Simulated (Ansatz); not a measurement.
**BaTiO3: optical spectrum from first principles**

What colour and refractive index does BaTiO3 have at this level of theory? The cell comes from an older database entry, whose edges can differ from later determinations, mostly by under a per cent.

Calculated with Ansatz 0.2.0; DFT, PBE, plane-wave PAW, default files, scalar-relativistic, independent-particle optical response without local fields.

The database entry behind the starting cell differs from later determinations by our own check (c/a about 0.6 % short), so it need not match the best structure at ambient conditions.

### Step 1. Set-up

Symmetry: P4mm, No. 99, tetragonal system. The conventional cell has a = 4.000 Å, b = 4.000 Å, c = 4.018 Å, α = 90.00°, β = 90.00°, γ = 90.00°. Nearest to Ba lie 12 O at 2.79 to 2.88 Å. Ti has 6 O at 1.89 to 2.13 Å nearest. Nearest to O lie 2 Ti at 2.00 Å and 4 Ba at 2.79 to 2.88 Å. O has 2 Ti at 1.89 to 2.13 Å and 4 Ba at 2.83 Å nearest. Farther neighbours and most contacts between anions are not listed.

Coordinates:

```cif
data_structure
_symmetry_space_group_name_H-M 'P4mm'
_symmetry_Int_Tables_number 99
_cell_length_a 3.9998
_cell_length_b 3.9998
_cell_length_c 4.0180
_cell_angle_alpha 90.000
_cell_angle_beta 90.000
_cell_angle_gamma 90.000
_cell_volume 64.28
loop_
_atom_site_label
_atom_site_type_symbol
_atom_site_symmetry_multiplicity
_atom_site_Wyckoff_symbol
_atom_site_fract_x
_atom_site_fract_y
_atom_site_fract_z
_atom_site_occupancy
Ba1 Ba 1 a 0.00000 0.00000 0.00000 1
Ti1 Ti 1 b 0.50000 0.50000 0.49000 1
O1 O 2 c 0.00000 0.50000 0.51700 1
O2 O 1 b 0.50000 0.50000 0.01900 1
```

### Step 2. Ground state and bands

The self-consistent density comes first; it also tells whether there is a gap, which decides the occupations and the need for a Drude term.

This step: DFT, PBE, plane-wave PAW, default files, scalar-relativistic, ground state (Ansatz 0.2.0).

input.yaml

```yaml
crystal:
  lattice:
    - [3.9998, 0.0, 0.0]
    - [0.0, 3.9998, 0.0]
    - [0.0, 0.0, 4.018]
  atoms:
    - { symbol: Ba, position: [0.0, 0.0, 0.0] }
    - { symbol: Ti, position: [0.5, 0.5, 0.49] }
    - { symbol: O, position: [0.0, 0.5, 0.517] }
    - { symbol: O, position: [0.5, 0.0, 0.517] }
    - { symbol: O, position: [0.5, 0.5, 0.019] }
kpoints:
  mp_grid: { grid: [6, 6, 6] }
  band_path:
    path:
      - [[0.0, 0.0, 0.0], [0.0, 0.5, 0.0], [0.5, 0.5, 0.0], [0.0, 0.0, 0.0], [0.0, 0.0, 0.5], [0.0, 0.5, 0.5], [0.5, 0.5, 0.5], [0.0, 0.0, 0.5]]
      - [[0.0, 0.5, 0.0], [0.0, 0.5, 0.5]]
      - [[0.5, 0.5, 0.0], [0.5, 0.5, 0.5]]
    npoints: 6
scf:
  occupations: { method: fermi_dirac, width: 0.05 }
  n_extra_bands: 9
hamiltonian:
  xc: pbe
  pseudopotentials: { kind: paw }
output:
  forces: true
  stress: true
  populations: true
  write_bands: true
  write_density: true
  write_potential: true
  elf: true
  volumetric_format: npy
```

Launch:

```sh
$ ansatz run input.yaml --threads 4 --pin off --max-ram 8192MiB --backend cpu --events-out ev --progress --plain --runs-dir out
```

Numbers of over 12 decimals in the logs are rounded to 6 here.

The log of the run:

```text
scf.n_extra_bands = 9 over 20 filled bands (N_el = 40.0): the run solves 29 bands
Engine: ansatz 0.2.0, x86_64-unknown-linux-gnu
Pseudopotentials: kind: paw
Pseudopotential: Ba, paw, valence charge 10, recommended cutoff 420 eV (normal), Ba.paw.azcp
Pseudopotential: Ti, paw, valence charge 12, recommended cutoff 420 eV (normal), Ti.paw.azcp
Pseudopotential: O, paw, valence charge 6, recommended cutoff 420 eV (normal), O.paw.azcp
Functional definition: PBE
  parameter kappa = 0.804
  parameter beta = 0.066725
  exchange = pbe_x(kappa = kappa, mu = beta*pi^2/3)
  correlation = pbe_c(beta = beta)
Crystal: 5 atoms, lattice volume = 64.282 Å³
Basis set: ecut = 420 eV, 1237 PW (Γ), exchange–correlation on 54×54×54 points (8 copies of the dense FFT grid, shifted against one another)
Bands: 29, of which v1, the nominal top of the filled ones, is band 20 counted from 1 (19 counted from 0)
Symmetry: 8 space group operations
Space group: P4mm (ITA 99), of the structure as read, at distance tolerance 4.0e-5 Å
k-points: 40 of 216 (time reversal used)
Non-local potential: Ba, projectors of the file, l = 0: 3, l = 1: 2, l = 2: 2, l = 3: 2
Non-local potential: Ti, projectors of the file, l = 0: 3, l = 1: 2, l = 2: 3, l = 3: 1
Non-local potential: O, projectors of the file, l = 0: 2, l = 1: 2, l = 2: 1
PAW form: soft (Blöchl's): semilocal exchange-correlation on the pseudo side does not see the compensation charge
PAW one-centre angular grid: Ba, 194 points (default); XC on 64 Gauss nodes
PAW one-centre angular grid: Ti, 590 points (default); XC on 64 Gauss nodes
PAW one-centre angular grid: O, 110 points (default); XC on 64 Gauss nodes
Initial density: superposition of atomic densities (neutral atoms: chi_scale 0, normalization atom), corrected by the library's trained network
Initial wavefunctions: pseudopotential atomic-orbital guess
Functional: x = pbe(κ = 0.804, μ = 0.219515), c = pbe(β = 0.066725)
SCF iter   1: F=—  HF=-10159.577783 eV  |F-HF|=—  |Δ(HF+E_count)|=         —  Δρ=1.58e-3  dr2=9.74e-4  ethr=1.77e-3  ⟨swp⟩=6.6  Hψ=5991  notcnv=0  defer=14
preconditioner: auto → Resta (q_TF=auto, 2.521 Å⁻¹)  ε∞=4.7  [insulator: Δε(μ)=1.818 eV  Ē_g=13.608 eV  σ=0.050 eV  W_gap=1.00  n_scr=18 (ndim 8)  ℏωp=26.2 eV  f_vac=0.000  D(μ)=0.00/eV (n_scr^D=0)  ε∞_Penn≈4.7]
SCF iter   2: F=—  HF=-10159.578157 eV  |F-HF|=—  |Δ(HF+E_count)|=   3.74e-4  Δρ=8.11e-4  dr2=2.85e-4  ethr=2.43e-6  ⟨swp⟩=2.0  Hψ=2142  notcnv=0  defer=53
SCF iter   3: F=—  HF=-10159.578300 eV  |F-HF|=—  |Δ(HF+E_count)|=   1.42e-4  Δρ=2.06e-4  dr2=2.69e-5  ethr=7.11e-7  ⟨swp⟩=2.7  Hψ=1611  notcnv=0  defer=53
SCF iter   4: F=—  HF=-10159.577572 eV  |F-HF|=—  |Δ(HF+E_count)|=   7.28e-4  Δρ=7.58e-5  dr2=5.23e-6  ethr=6.71e-8  ⟨swp⟩=2.0  Hψ=1803  notcnv=0  defer=53
SCF iter   5: F=—  HF=-10159.577571 eV  |F-HF|=—  |Δ(HF+E_count)|=   1.05e-6  Δρ=2.61e-5  dr2=1.24e-7  ethr=1.31e-8  ⟨swp⟩=2.4  Hψ=1607  notcnv=0  defer=53
SCF iter   6: F=-10159.577571 eV  HF=-10159.577571 eV  |F-HF|=1.26e-10  |Δ(HF+E_count)|=   1.07e-7  Δρ=3.03e-6  dr2=5.16e-9  ethr=2.50e-10  ⟨swp⟩=13.8  Hψ=8772  notcnv=0
SCF 1 converged in 6 iterations: F = -10159.577571 eV  dr2 = 5.16e-9
  greatest PAW one-centre occupation: 0.999 electrons in one spin orbital (limit 2), on the Ti atom at site 1 (counted from 0), in its partial waves of l = 0
NSCF: frozen V_eff on 57 k-points
SCF converged after 6 iterations
Free energy (F): -10159.577571 eV
Harris-Foulkes:  -10159.577571 eV  (|F-HF|=1.26e-10)
Internal energy: -10159.577571 eV  (E = F + TS)
E sigma→0 (E₀):  -10159.577571 eV
Fermi energy:    11.240579 eV
--- Per-component energies (eV) ---
  E_band       = -141.292407
  E_kinetic    = 970.190935
  E_local      = -2101.870573  (includes V_loc(G=0)·N_el)
  E_nonlocal   = 203.558822
  E_hartree    = 821.007567
  E_xc         = -491.545585
  E_vxc        = -546.243307  (∫ρ·V_xc dr)
  E_paw        = -6744.548214  (= ΣΔE_a)
  E_vpaw       = -308.951075  (= ΣTr[D̂ρ^β])
  E_aug_tail   = 0.007416  (compensation charges beyond the density's cutoff)
  E_ewald      = -2816.377938
  E_smearing   = -0.000000  (= −TS)
  E_closure    = 0.000000  (closes the sum)
  Σ components = -10159.577571   (vs F -10159.577571, Δ=0.00e0)
--- Forces (eV/Å), atoms counted from 1 ---
  atom   1  Ba     0.00000000     0.00000000     0.04195582
  atom   2  Ti    -0.00000000     0.00000000    -0.15147706
  atom   3  O     -0.00000000    -0.00000000    -0.10101090
  atom   4  O     -0.00000000     0.00000000    -0.10101090
  atom   5  O      0.00000000     0.00000000     0.31154696
  max |Σ_I F_I| component: 3.93e-6 eV/Å
--- Stress (GPa, compression-positive) ---
        2.133056       0.000000       0.000000
        0.000000       2.133056       0.000000
        0.000000       0.000000       3.018253
  P = ⅓ Tr σ = 2.4281 GPa (24.281 kbar)
--- Band table (eV; the first three rows and the last of 40) ---
  k-point 0: bands = [... 16 lower, 9.1492, 10.0357, 10.0503, 10.0503, 12.1381, 12.3491, 12.3491, 14.3308, ... 5 higher]
  k-point 1: bands = [... 16 lower, 8.9393, 9.4845, 9.9331, 9.9331, 12.1690, 12.7848, 12.7848, 14.3298, ... 5 higher]
  k-point 2: bands = [... 16 lower, 8.5742, 8.7124, 9.7284, 9.7284, 12.2325, 13.5425, 13.5425, 14.3302, ... 5 higher]
  k-point 39: bands = [... 16 lower, 7.9500, 10.2185, 10.2185, 10.3021, 14.5083, 14.5083, 14.5102, 16.9426, ... 5 higher]
--- Löwdin populations: 5 sites ---
  site symbol       q [e]
     0     Ba      8.2269
     1     Ti     10.7888
     2      O      6.8830
     3      O      6.8830
     4      O      6.8619
  spilling = 0.008910 (of n_electrons = 40.000000)
```

It took 2.2 s on 4 threads of Intel Xeon Platinum 8559C (Emerald Rapids), shared host; peak memory 0.65 GiB; 7.8 s of CPU time.

Numbers from this step:

| Quantity | Value |
| --- | --- |
| free energy | -10159.5776 eV |
| Fermi energy | 11.24 eV |
| gap by band count | 1.836 eV |
| electrons | 40 |
| symmetry operations | 8 |
| pressure | 2.428 GPa |
| volume | 64.28 Å³ |
| gap on the path | 1.836 eV |
| least direct gap on the path | 2.088 eV |

There is a gap, 1.84 eV on the path, so no carriers' term is needed. The cell is left with a pressure of 2.4 GPa and forces up to 0.31 eV/Å, as it stands unrelaxed at this level.

The electronic bands at the labelled points (eV, zero at the Fermi level; v1 is the highest filled band, c1 the lowest empty one):

```csv
point,v4,v3,v2,v1,c1,c2,c3,c4
Γ,-2.09,-1.21,-1.19,-1.19,0.90,1.11,1.11,3.09
halfway,-2.46,-2.14,-1.57,-1.47,1.16,1.83,1.85,3.16
X,-2.75,-2.64,-1.84,-1.74,1.22,2.59,2.63,3.15
halfway,-2.41,-2.36,-1.98,-1.41,1.89,2.63,2.74,3.73
M,-2.67,-1.87,-1.87,-0.99,2.65,2.65,3.05,3.81
halfway,-2.63,-2.02,-1.81,-1.40,1.77,1.96,2.19,3.68
Γ,-2.09,-1.21,-1.19,-1.19,0.90,1.11,1.11,3.09
halfway,-2.49,-2.18,-1.41,-1.41,0.96,1.94,1.94,3.09
Z,-2.83,-2.83,-1.60,-1.60,1.02,2.65,2.65,3.09
halfway,-2.31,-2.19,-2.01,-1.49,1.89,2.66,2.73,3.75
R,-2.63,-1.80,-1.79,-1.07,2.62,2.67,3.04,3.93
halfway,-3.37,-1.49,-1.45,-1.04,2.92,2.92,3.15,5.29
A,-3.29,-1.02,-1.02,-0.94,3.27,3.27,3.27,5.70
halfway,-3.06,-1.81,-1.57,-1.50,2.38,2.81,2.85,4.99
Z,-2.83,-2.83,-1.60,-1.60,1.02,2.65,2.65,3.09
jump to X,-2.75,-2.64,-1.84,-1.74,1.22,2.59,2.63,3.15
halfway,-2.29,-2.29,-2.07,-1.48,1.99,2.61,2.75,3.77
R,-2.63,-1.80,-1.79,-1.07,2.62,2.67,3.04,3.93
jump to M,-2.67,-1.87,-1.87,-0.99,2.65,2.65,3.05,3.81
halfway,-3.40,-1.53,-1.53,-0.96,2.93,2.93,3.15,5.17
A,-3.29,-1.02,-1.02,-0.94,3.27,3.27,3.27,5.70
```

Electrostatic potential energy in the ac plane at fractional y = 0.500, with atoms of Ti and O within 0.2 Å of it. With pseudopotentials it is smooth inside the atoms' cores, unlike the true potential.

Ten even steps from '0' (-37 eV) to '9' (15 eV), each cell a mean:
```
99999521279999
99999865699999
99999988899999
99999877789999
46897533368985
02686321247851
01585211136730
02685211136851
57986422247986
99998644578999
99999877889999
99999854589999
99999410169999
99999300159999
```
Atoms in or near the plane, at fractional coordinates: Ti at (0.50, 0.49), O at (0.00, 0.52), O at (0.50, 0.02).

ELF in the ac plane at fractional y = 0.500, with atoms of Ti and O within 0.2 Å of it. It is the smooth field of the valence electrons, not physical close to the nuclei.

Ten even steps from '_' (0.01) to '@' (0.82), each cell a mean:
```
______--%%@@@@%%@@@@##::____
______::**@@@@@@@@%%==..____
==--..__::==++++++--....::==
%%%%++::__....::..____::**%%
@@@@%%==..--**##**::..++@@@@
##@@@@==::**##**##++::**@@%%
--##@@==--##--__==**--**@@**
##@@@@==--##==..++**::**@@%%
@@@@##--..++######==..==@@@@
%%##==..__::--==--..__::**%%
--::....::==++++++==::....--
______::**@@@@@@@@%%++..____
____..==%%@@%%**%%@@##--____
____..++@@@@**--##@@%%--____
```
Atoms in or near the plane, at fractional coordinates: Ti at (0.50, 0.49), O at (0.00, 0.52), O at (0.50, 0.02).

### Step 3. Spectrum

With the density converged, the vertical transitions are summed over the zone.

This step: DFT, PBE, plane-wave PAW, default files, scalar-relativistic, independent-particle optical response without local fields (Ansatz 0.2.0).

input.yaml, the sections that differ from step 2:

```yaml
kpoints:
  mp_grid: { grid: [6, 6, 6] }
scf:
  occupations: { method: fixed }
output:
  optics:
    e_range: [0, 20]
    de: 0.05
    sigma: 0.15
    nscf_kmesh: { grid: [6, 6, 6] }
    bands: { spectra_wanted_up_to: 20 }
# crystal, hamiltonian: as in step 2
```

The log of the run:

```text
[...]
Crystal: 5 atoms, lattice volume = 64.282 Å³
Basis set: ecut = 420 eV, 1237 PW (Γ)
Bands: 25, of which v1, the nominal top of the filled ones, is band 20 counted from 1 (19 counted from 0)
Symmetry: 8 space group operations
[...]
k-points: 40 of 216 (time reversal used)
[...]
SCF iter   1: F=—  HF=-10159.577783 eV  |F-HF|=—  |Δ(HF+E_count)|=         —  Δρ=1.57e-3  dr2=9.48e-4  ethr=1.77e-3  ⟨swp⟩=4.3  Hψ=4219  notcnv=0  defer=74
[...]
SCF iter  10: F=-10159.578205 eV  HF=-10159.578205 eV  |F-HF|=3.64e-12  |Δ(HF+E_count)|=  1.82e-11  Δρ=4.47e-8  dr2=1.72e-12  ethr=1.00e-12  ⟨swp⟩=9.5  Hψ=4334  notcnv=0
SCF 1 converged in 10 iterations: F = -10159.578205 eV  dr2 = 1.72e-12
[...]
NSCF: frozen V_eff on 40 k-points
output.optics: what the bands over the 56 summed would add to eps1, eps2 and the energy-loss function is held between a lower and an upper bound (7 Lanczos steps). eps1, eps2 and their loss function (loss_summed_bands) are given on every row as the summed bands alone make them. Along an axis, on a row where the two bounds hold the loss function to about 1 % of the greater of itself and 0.5 % of |1/eps|, its cell (loss_completed) is given, with the completed eps1 and eps2 that it is formed of (a cell that is left empty reads nan in the table and null in the record). The two bounds hold it so along every axis on all 401 rows up to 20.000 eV. [rest of the remark cut]
SCF converged after 10 iterations
Free energy (F): -10159.578205 eV
[...]
Internal energy: -10159.578205 eV  (E = F + TS)
E sigma→0 (E₀):  -10159.578205 eV
Fermi energy:    10.302115 eV
[...]
--- Band table (eV; the first three rows and the last of 40) ---
  k-point 0: bands = [... 16 lower, 9.1493, 10.0358, 10.0502, 10.0502, 12.1378, 12.3488, 12.3488, 14.3317, ... 1 higher]
  k-point 1: bands = [... 16 lower, 8.9394, 9.4846, 9.9331, 9.9331, 12.1687, 12.7845, 12.7845, 14.3308, ... 1 higher]
  k-point 2: bands = [... 16 lower, 8.5743, 8.7124, 9.7283, 9.7283, 12.2322, 13.5422, 13.5422, 14.3312, ... 1 higher]
  k-point 39: bands = [... 16 lower, 7.9500, 10.2186, 10.2186, 10.3021, 14.5080, 14.5080, 14.5099, 16.9427, ... 1 higher]
```

It took 19 s on 4 threads; peak memory 1.3 GiB.

Numbers from this step:

```
electronic dielectric constant ε∞, mean over x, y and z (by symmetry where fewer were run)                                                          : 6.612
absorption onset, first axis (α over 10⁴ cm⁻¹, or the direct gap if that lies higher)                                                               : 2.092 eV
main peak of Im epsilon, first axis                                                                                                                 : 4.147 eV
centre of weight of the strongest loss peak in the window                                                                                           : 13.37 eV
photocurrent from vertical transitions in a film 500 nm thick on a perfect mirror (two passes), AM1.5G, no front reflection, all carriers collected : 12.17 mA/cm²
least direct gap on the mesh                                                                                                                        : 2.088 eV
bands summed                                                                                                                                        : 56
spectra valid up to                                                                                                                                 : 26.77 eV
program's estimate of the k-sum error in Im epsilon                                                                                                 : 0.09 %
electrons in the f-sum                                                                                                                              : 26.47
```

Table of Im ε by photon energy; read off at these points:

```csv
photon energy (eV),E ∥ x or y,E ∥ z
1.50,0,0
2.00,0.0905,8.5e-4
2.50,2.17,0.748
3.00,4.05,2.72
3.50,6.14,5.68
4.00,9.02,9.05
4.15,9.58,10.1
4.50,6.52,7.68
5.00,3.83,4.53
5.50,2.85,3.31
6.00,2.74,2.92
6.50,3.76,4.14
7.00,4.64,4.85
7.50,3.96,4.07
8.00,3.75,4.03
8.50,4.94,5.26
8.75,5.25,5.31
8.85,5.31,5.26
9.00,5.04,5.14
9.50,3.99,4.34
10.00,4.64,4.45
10.50,4.45,4.23
11.00,3.55,3.56
11.50,2.84,2.83
12.00,2.64,2.72
12.50,1.40,1.40
13.00,1.16,1.16
13.50,1.03,1.01
14.00,0.803,0.821
14.50,0.407,0.372
15.00,0.494,0.473
15.50,1.32,1.32
16.00,1.18,1.14
16.50,1.35,1.30
17.00,2.12,2.05
17.50,2.83,2.77
18.00,3.93,4.05
18.50,4.62,4.61
19.00,5.04,4.92
19.50,3.01,3.01
20.00,2.22,2.16
```

Table of Re ε by photon energy:

| photon energy (eV) | E ∥ x or y | E ∥ z |
| --- | --- | --- |
| 0.0 | 6.69 | 6.47 |
| 0.5 | 6.75 | 6.52 |
| 1.0 | 6.97 | 6.69 |
| 1.5 | 7.42 | 7.02 |
| 2.0 | 8.56 | 7.69 |
| 2.5 | 9.89 | 9.07 |
| 3.0 | 9.10 | 9.89 |
| 3.5 | 8.76 | 10.3 |
| 4.0 | 6.50 | 7.86 |
| 4.5 | 0.237 | 0.875 |
| 5.0 | 1.84 | 2.11 |
| 5.5 | 2.73 | 2.76 |
| 6.0 | 3.41 | 3.15 |
| 6.5 | 4.33 | 4.07 |
| 7.0 | 3.12 | 3.41 |
| 7.5 | 2.48 | 2.35 |
| 8.0 | 3.34 | 3.29 |
| 8.5 | 2.88 | 2.64 |
| 9.0 | 1.36 | 1.42 |
| 9.5 | 1.36 | 1.04 |
| 10.0 | 1.12 | 0.659 |
| 10.5 | -0.103 | -0.0970 |
| 11.0 | -7.1e-4 | -0.0602 |
| 11.5 | -0.126 | -0.182 |
| 12.0 | -0.863 | -0.814 |
| 12.5 | -0.494 | -0.580 |
| 13.0 | 0.0640 | -0.00227 |
| 13.5 | 0.408 | 0.307 |
| 14.0 | 0.653 | 0.556 |
| 14.5 | 1.05 | 1.03 |
| 15.0 | 1.86 | 1.80 |
| 15.5 | 2.20 | 2.14 |
| 16.0 | 2.03 | 1.99 |
| 16.5 | 2.48 | 2.45 |
| 17.0 | 2.92 | 2.90 |
| 17.5 | 2.80 | 2.92 |
| 18.0 | 2.43 | 2.38 |
| 18.5 | 1.00 | 1.01 |
| 19.0 | -0.0238 | -0.0484 |
| 19.5 | -1.46 | -1.42 |
| 20.0 | -1.02 | -1.000 |

The loss function −Im 1/ε at q → 0 by energy loss; read off at these points:

| energy loss (eV) | E ∥ x or y | E ∥ z |
| --- | --- | --- |
| 1.0 | 0 | 0 |
| 2.0 | 0.00124 | 1.4e-5 |
| 3.0 | 0.0408 | 0.0259 |
| 4.0 | 0.0729 | 0.0630 |
| 5.0 | 0.212 | 0.182 |
| 5.2 | 0.219 | 0.199 |
| 6.0 | 0.143 | 0.158 |
| 7.0 | 0.149 | 0.138 |
| 8.0 | 0.149 | 0.149 |
| 9.0 | 0.185 | 0.181 |
| 10.0 | 0.204 | 0.220 |
| 11.0 | 0.282 | 0.281 |
| 12.0 | 0.342 | 0.338 |
| 13.0 | 0.861 | 0.864 |
| 13.2 | 0.908 | 0.924 |
| 14.0 | 0.750 | 0.835 |
| 15.0 | 0.133 | 0.137 |
| 15.8 | 0.258 | 0.260 |
| 16.0 | 0.214 | 0.216 |
| 17.0 | 0.163 | 0.163 |
| 18.0 | 0.184 | 0.184 |
| 19.0 | 0.198 | 0.203 |
| 20.0 | 0.372 | 0.381 |

The reflectivity at normal incidence has structure finer than the step of the table below, so its rows give means over 1 eV, whole bins alone (the curve runs from 0 to 20 eV). Peaks (eV: height): E ∥ x or y 4.3: 36.8, 7.0: 22.6, 8.9: 26.4, 10.6: 30.6, 12.2: 32.8, 19.4: 38.9; E ∥ z 4.4: 36.8, 7.0: 23.2, 10.6: 29.9, 12.2: 33.3, 19.4: 38.3.

The reflectivity at normal incidence by photon energy; means over each step:

| photon energy (eV) | E ∥ x or y (%) | E ∥ z (%) |
| --- | --- | --- |
| 1 | 20.4 | 19.6 |
| 2 | 24.2 | 22.4 |
| 3 | 28.4 | 28.0 |
| 4 | 33.9 | 34.4 |
| 5 | 20.8 | 23.0 |
| 6 | 16.1 | 17.3 |
| 7 | 21.3 | 22.0 |
| 8 | 20.0 | 21.0 |
| 9 | 24.8 | 25.9 |
| 10 | 25.0 | 25.9 |
| 11 | 27.0 | 27.0 |
| 12 | 29.2 | 29.5 |
| 13 | 16.3 | 17.5 |
| 14 | 5.39 | 5.83 |
| 15 | 3.45 | 3.27 |
| 16 | 6.91 | 6.59 |
| 17 | 11.8 | 11.5 |
| 18 | 20.2 | 20.4 |
| 19 | 31.6 | 31.5 |

Values under 1 per cm are given as 1. Absorption coefficient against photon energy:

```csv
photon energy (eV),E ∥ x or y (1/cm),E ∥ z (1/cm)
0.000,1,1
0.500,1,1
1.000,1,1
1.500,1,1
2.000,3137,31.1
2.500,87036,31432
3.000,2.0e5,1.3e5
3.500,3.5e5,3.0e5
4.000,6.2e5,5.8e5
4.500,8.1e5,8.4e5
5.000,5.6e5,6.1e5
5.500,4.3e5,4.9e5
6.000,4.2e5,4.6e5
6.500,5.5e5,6.1e5
7.000,7.9e5,8.0e5
7.500,8.0e5,8.2e5
8.000,7.4e5,7.9e5
8.500,1.0e6,1.1e6
9.000,1.3e6,1.3e6
9.500,1.2e6,1.3e6
10.000,1.4e6,1.4e6
10.500,1.6e6,1.6e6
11.000,1.5e6,1.5e6
11.500,1.4e6,1.4e6
12.000,1.6e6,1.6e6
12.500,1.3e6,1.3e6
13.000,9.7e5,1.0e6
13.500,8.1e5,8.4e5
14.000,6.2e5,6.6e5
14.500,2.9e5,2.6e5
15.000,2.7e5,2.7e5
15.500,6.7e5,6.8e5
16.000,6.5e5,6.3e5
16.500,6.9e5,6.7e5
17.000,1.0e6,9.8e5
17.500,1.4e6,1.3e6
18.000,1.9e6,2.0e6
18.500,2.6e6,2.6e6
19.000,3.1e6,3.0e6
19.500,3.1e6,3.0e6
20.000,2.7e6,2.6e6
```

Optical constants at common wavelengths, from n + ik = √ε:

| wavelength (nm) | n xy | k xy | R (%) xy | 1/α xy | n z | k z | R (%) z | 1/α z |
| --- | --- | --- | --- | --- | --- | --- | --- | --- |
| 1550 | 2.62 | 0.000 | 20.0 | over 1 mm | 2.57 | 0.000 | 19.3 | over 1 mm |
| 1064 | 2.66 | 0.000 | 20.6 | over 1 mm | 2.60 | 0.000 | 19.8 | over 1 mm |
| 800 | 2.74 | 0.000 | 21.6 | over 1 mm | 2.66 | 0.000 | 20.6 | over 1 mm |
| 633 | 2.90 | 0.008 | 23.7 | 6.0 µm | 2.76 | 0.000 | 21.9 | 924 µm |
| 532 | 3.12 | 0.200 | 26.6 | 211 nm | 2.94 | 0.050 | 24.3 | 837 nm |
| 450 | 3.13 | 0.541 | 27.9 | 66 nm | 3.12 | 0.250 | 26.7 | 143 nm |
| 405 | 3.09 | 0.674 | 28.0 | 48 nm | 3.17 | 0.461 | 28.0 | 70 nm |

Rows near the edge hang on the gap, which this functional as a rule makes too small, and phonon-assisted absorption is left out.

Through 1 µm of it, D65 light comes out orange (x = 0.580, y = 0.415; 19 % transmitted). A larger true gap would move the edge to shorter wavelengths and change the colour.

At 1064 nm the birefringence n(z) − n(x) is -0.058: the crystal is uniaxial negative at this level.

The f-sum over the summed bands holds 26.5 of the cell's 40 electrons outside the frozen cores, 16 of which lie in bands more than 12 eV below the Fermi level, whose transitions come at higher energies. Up to 20 eV the strength has a mean oscillator energy of 8.2 eV, well above the main peak, so higher transitions carry much of it.

(Part 1 of 2 ends here.)

[Logs are printed without paths, hosts, clocks, repeated set-up lines and the standing remarks that a program may print on its own settings, such as how far it seeks lower states.]

[Hosts, paths, dates, database ids (printed as entryN), source tags and the programs' standing remarks are cut or masked in the printed files.]
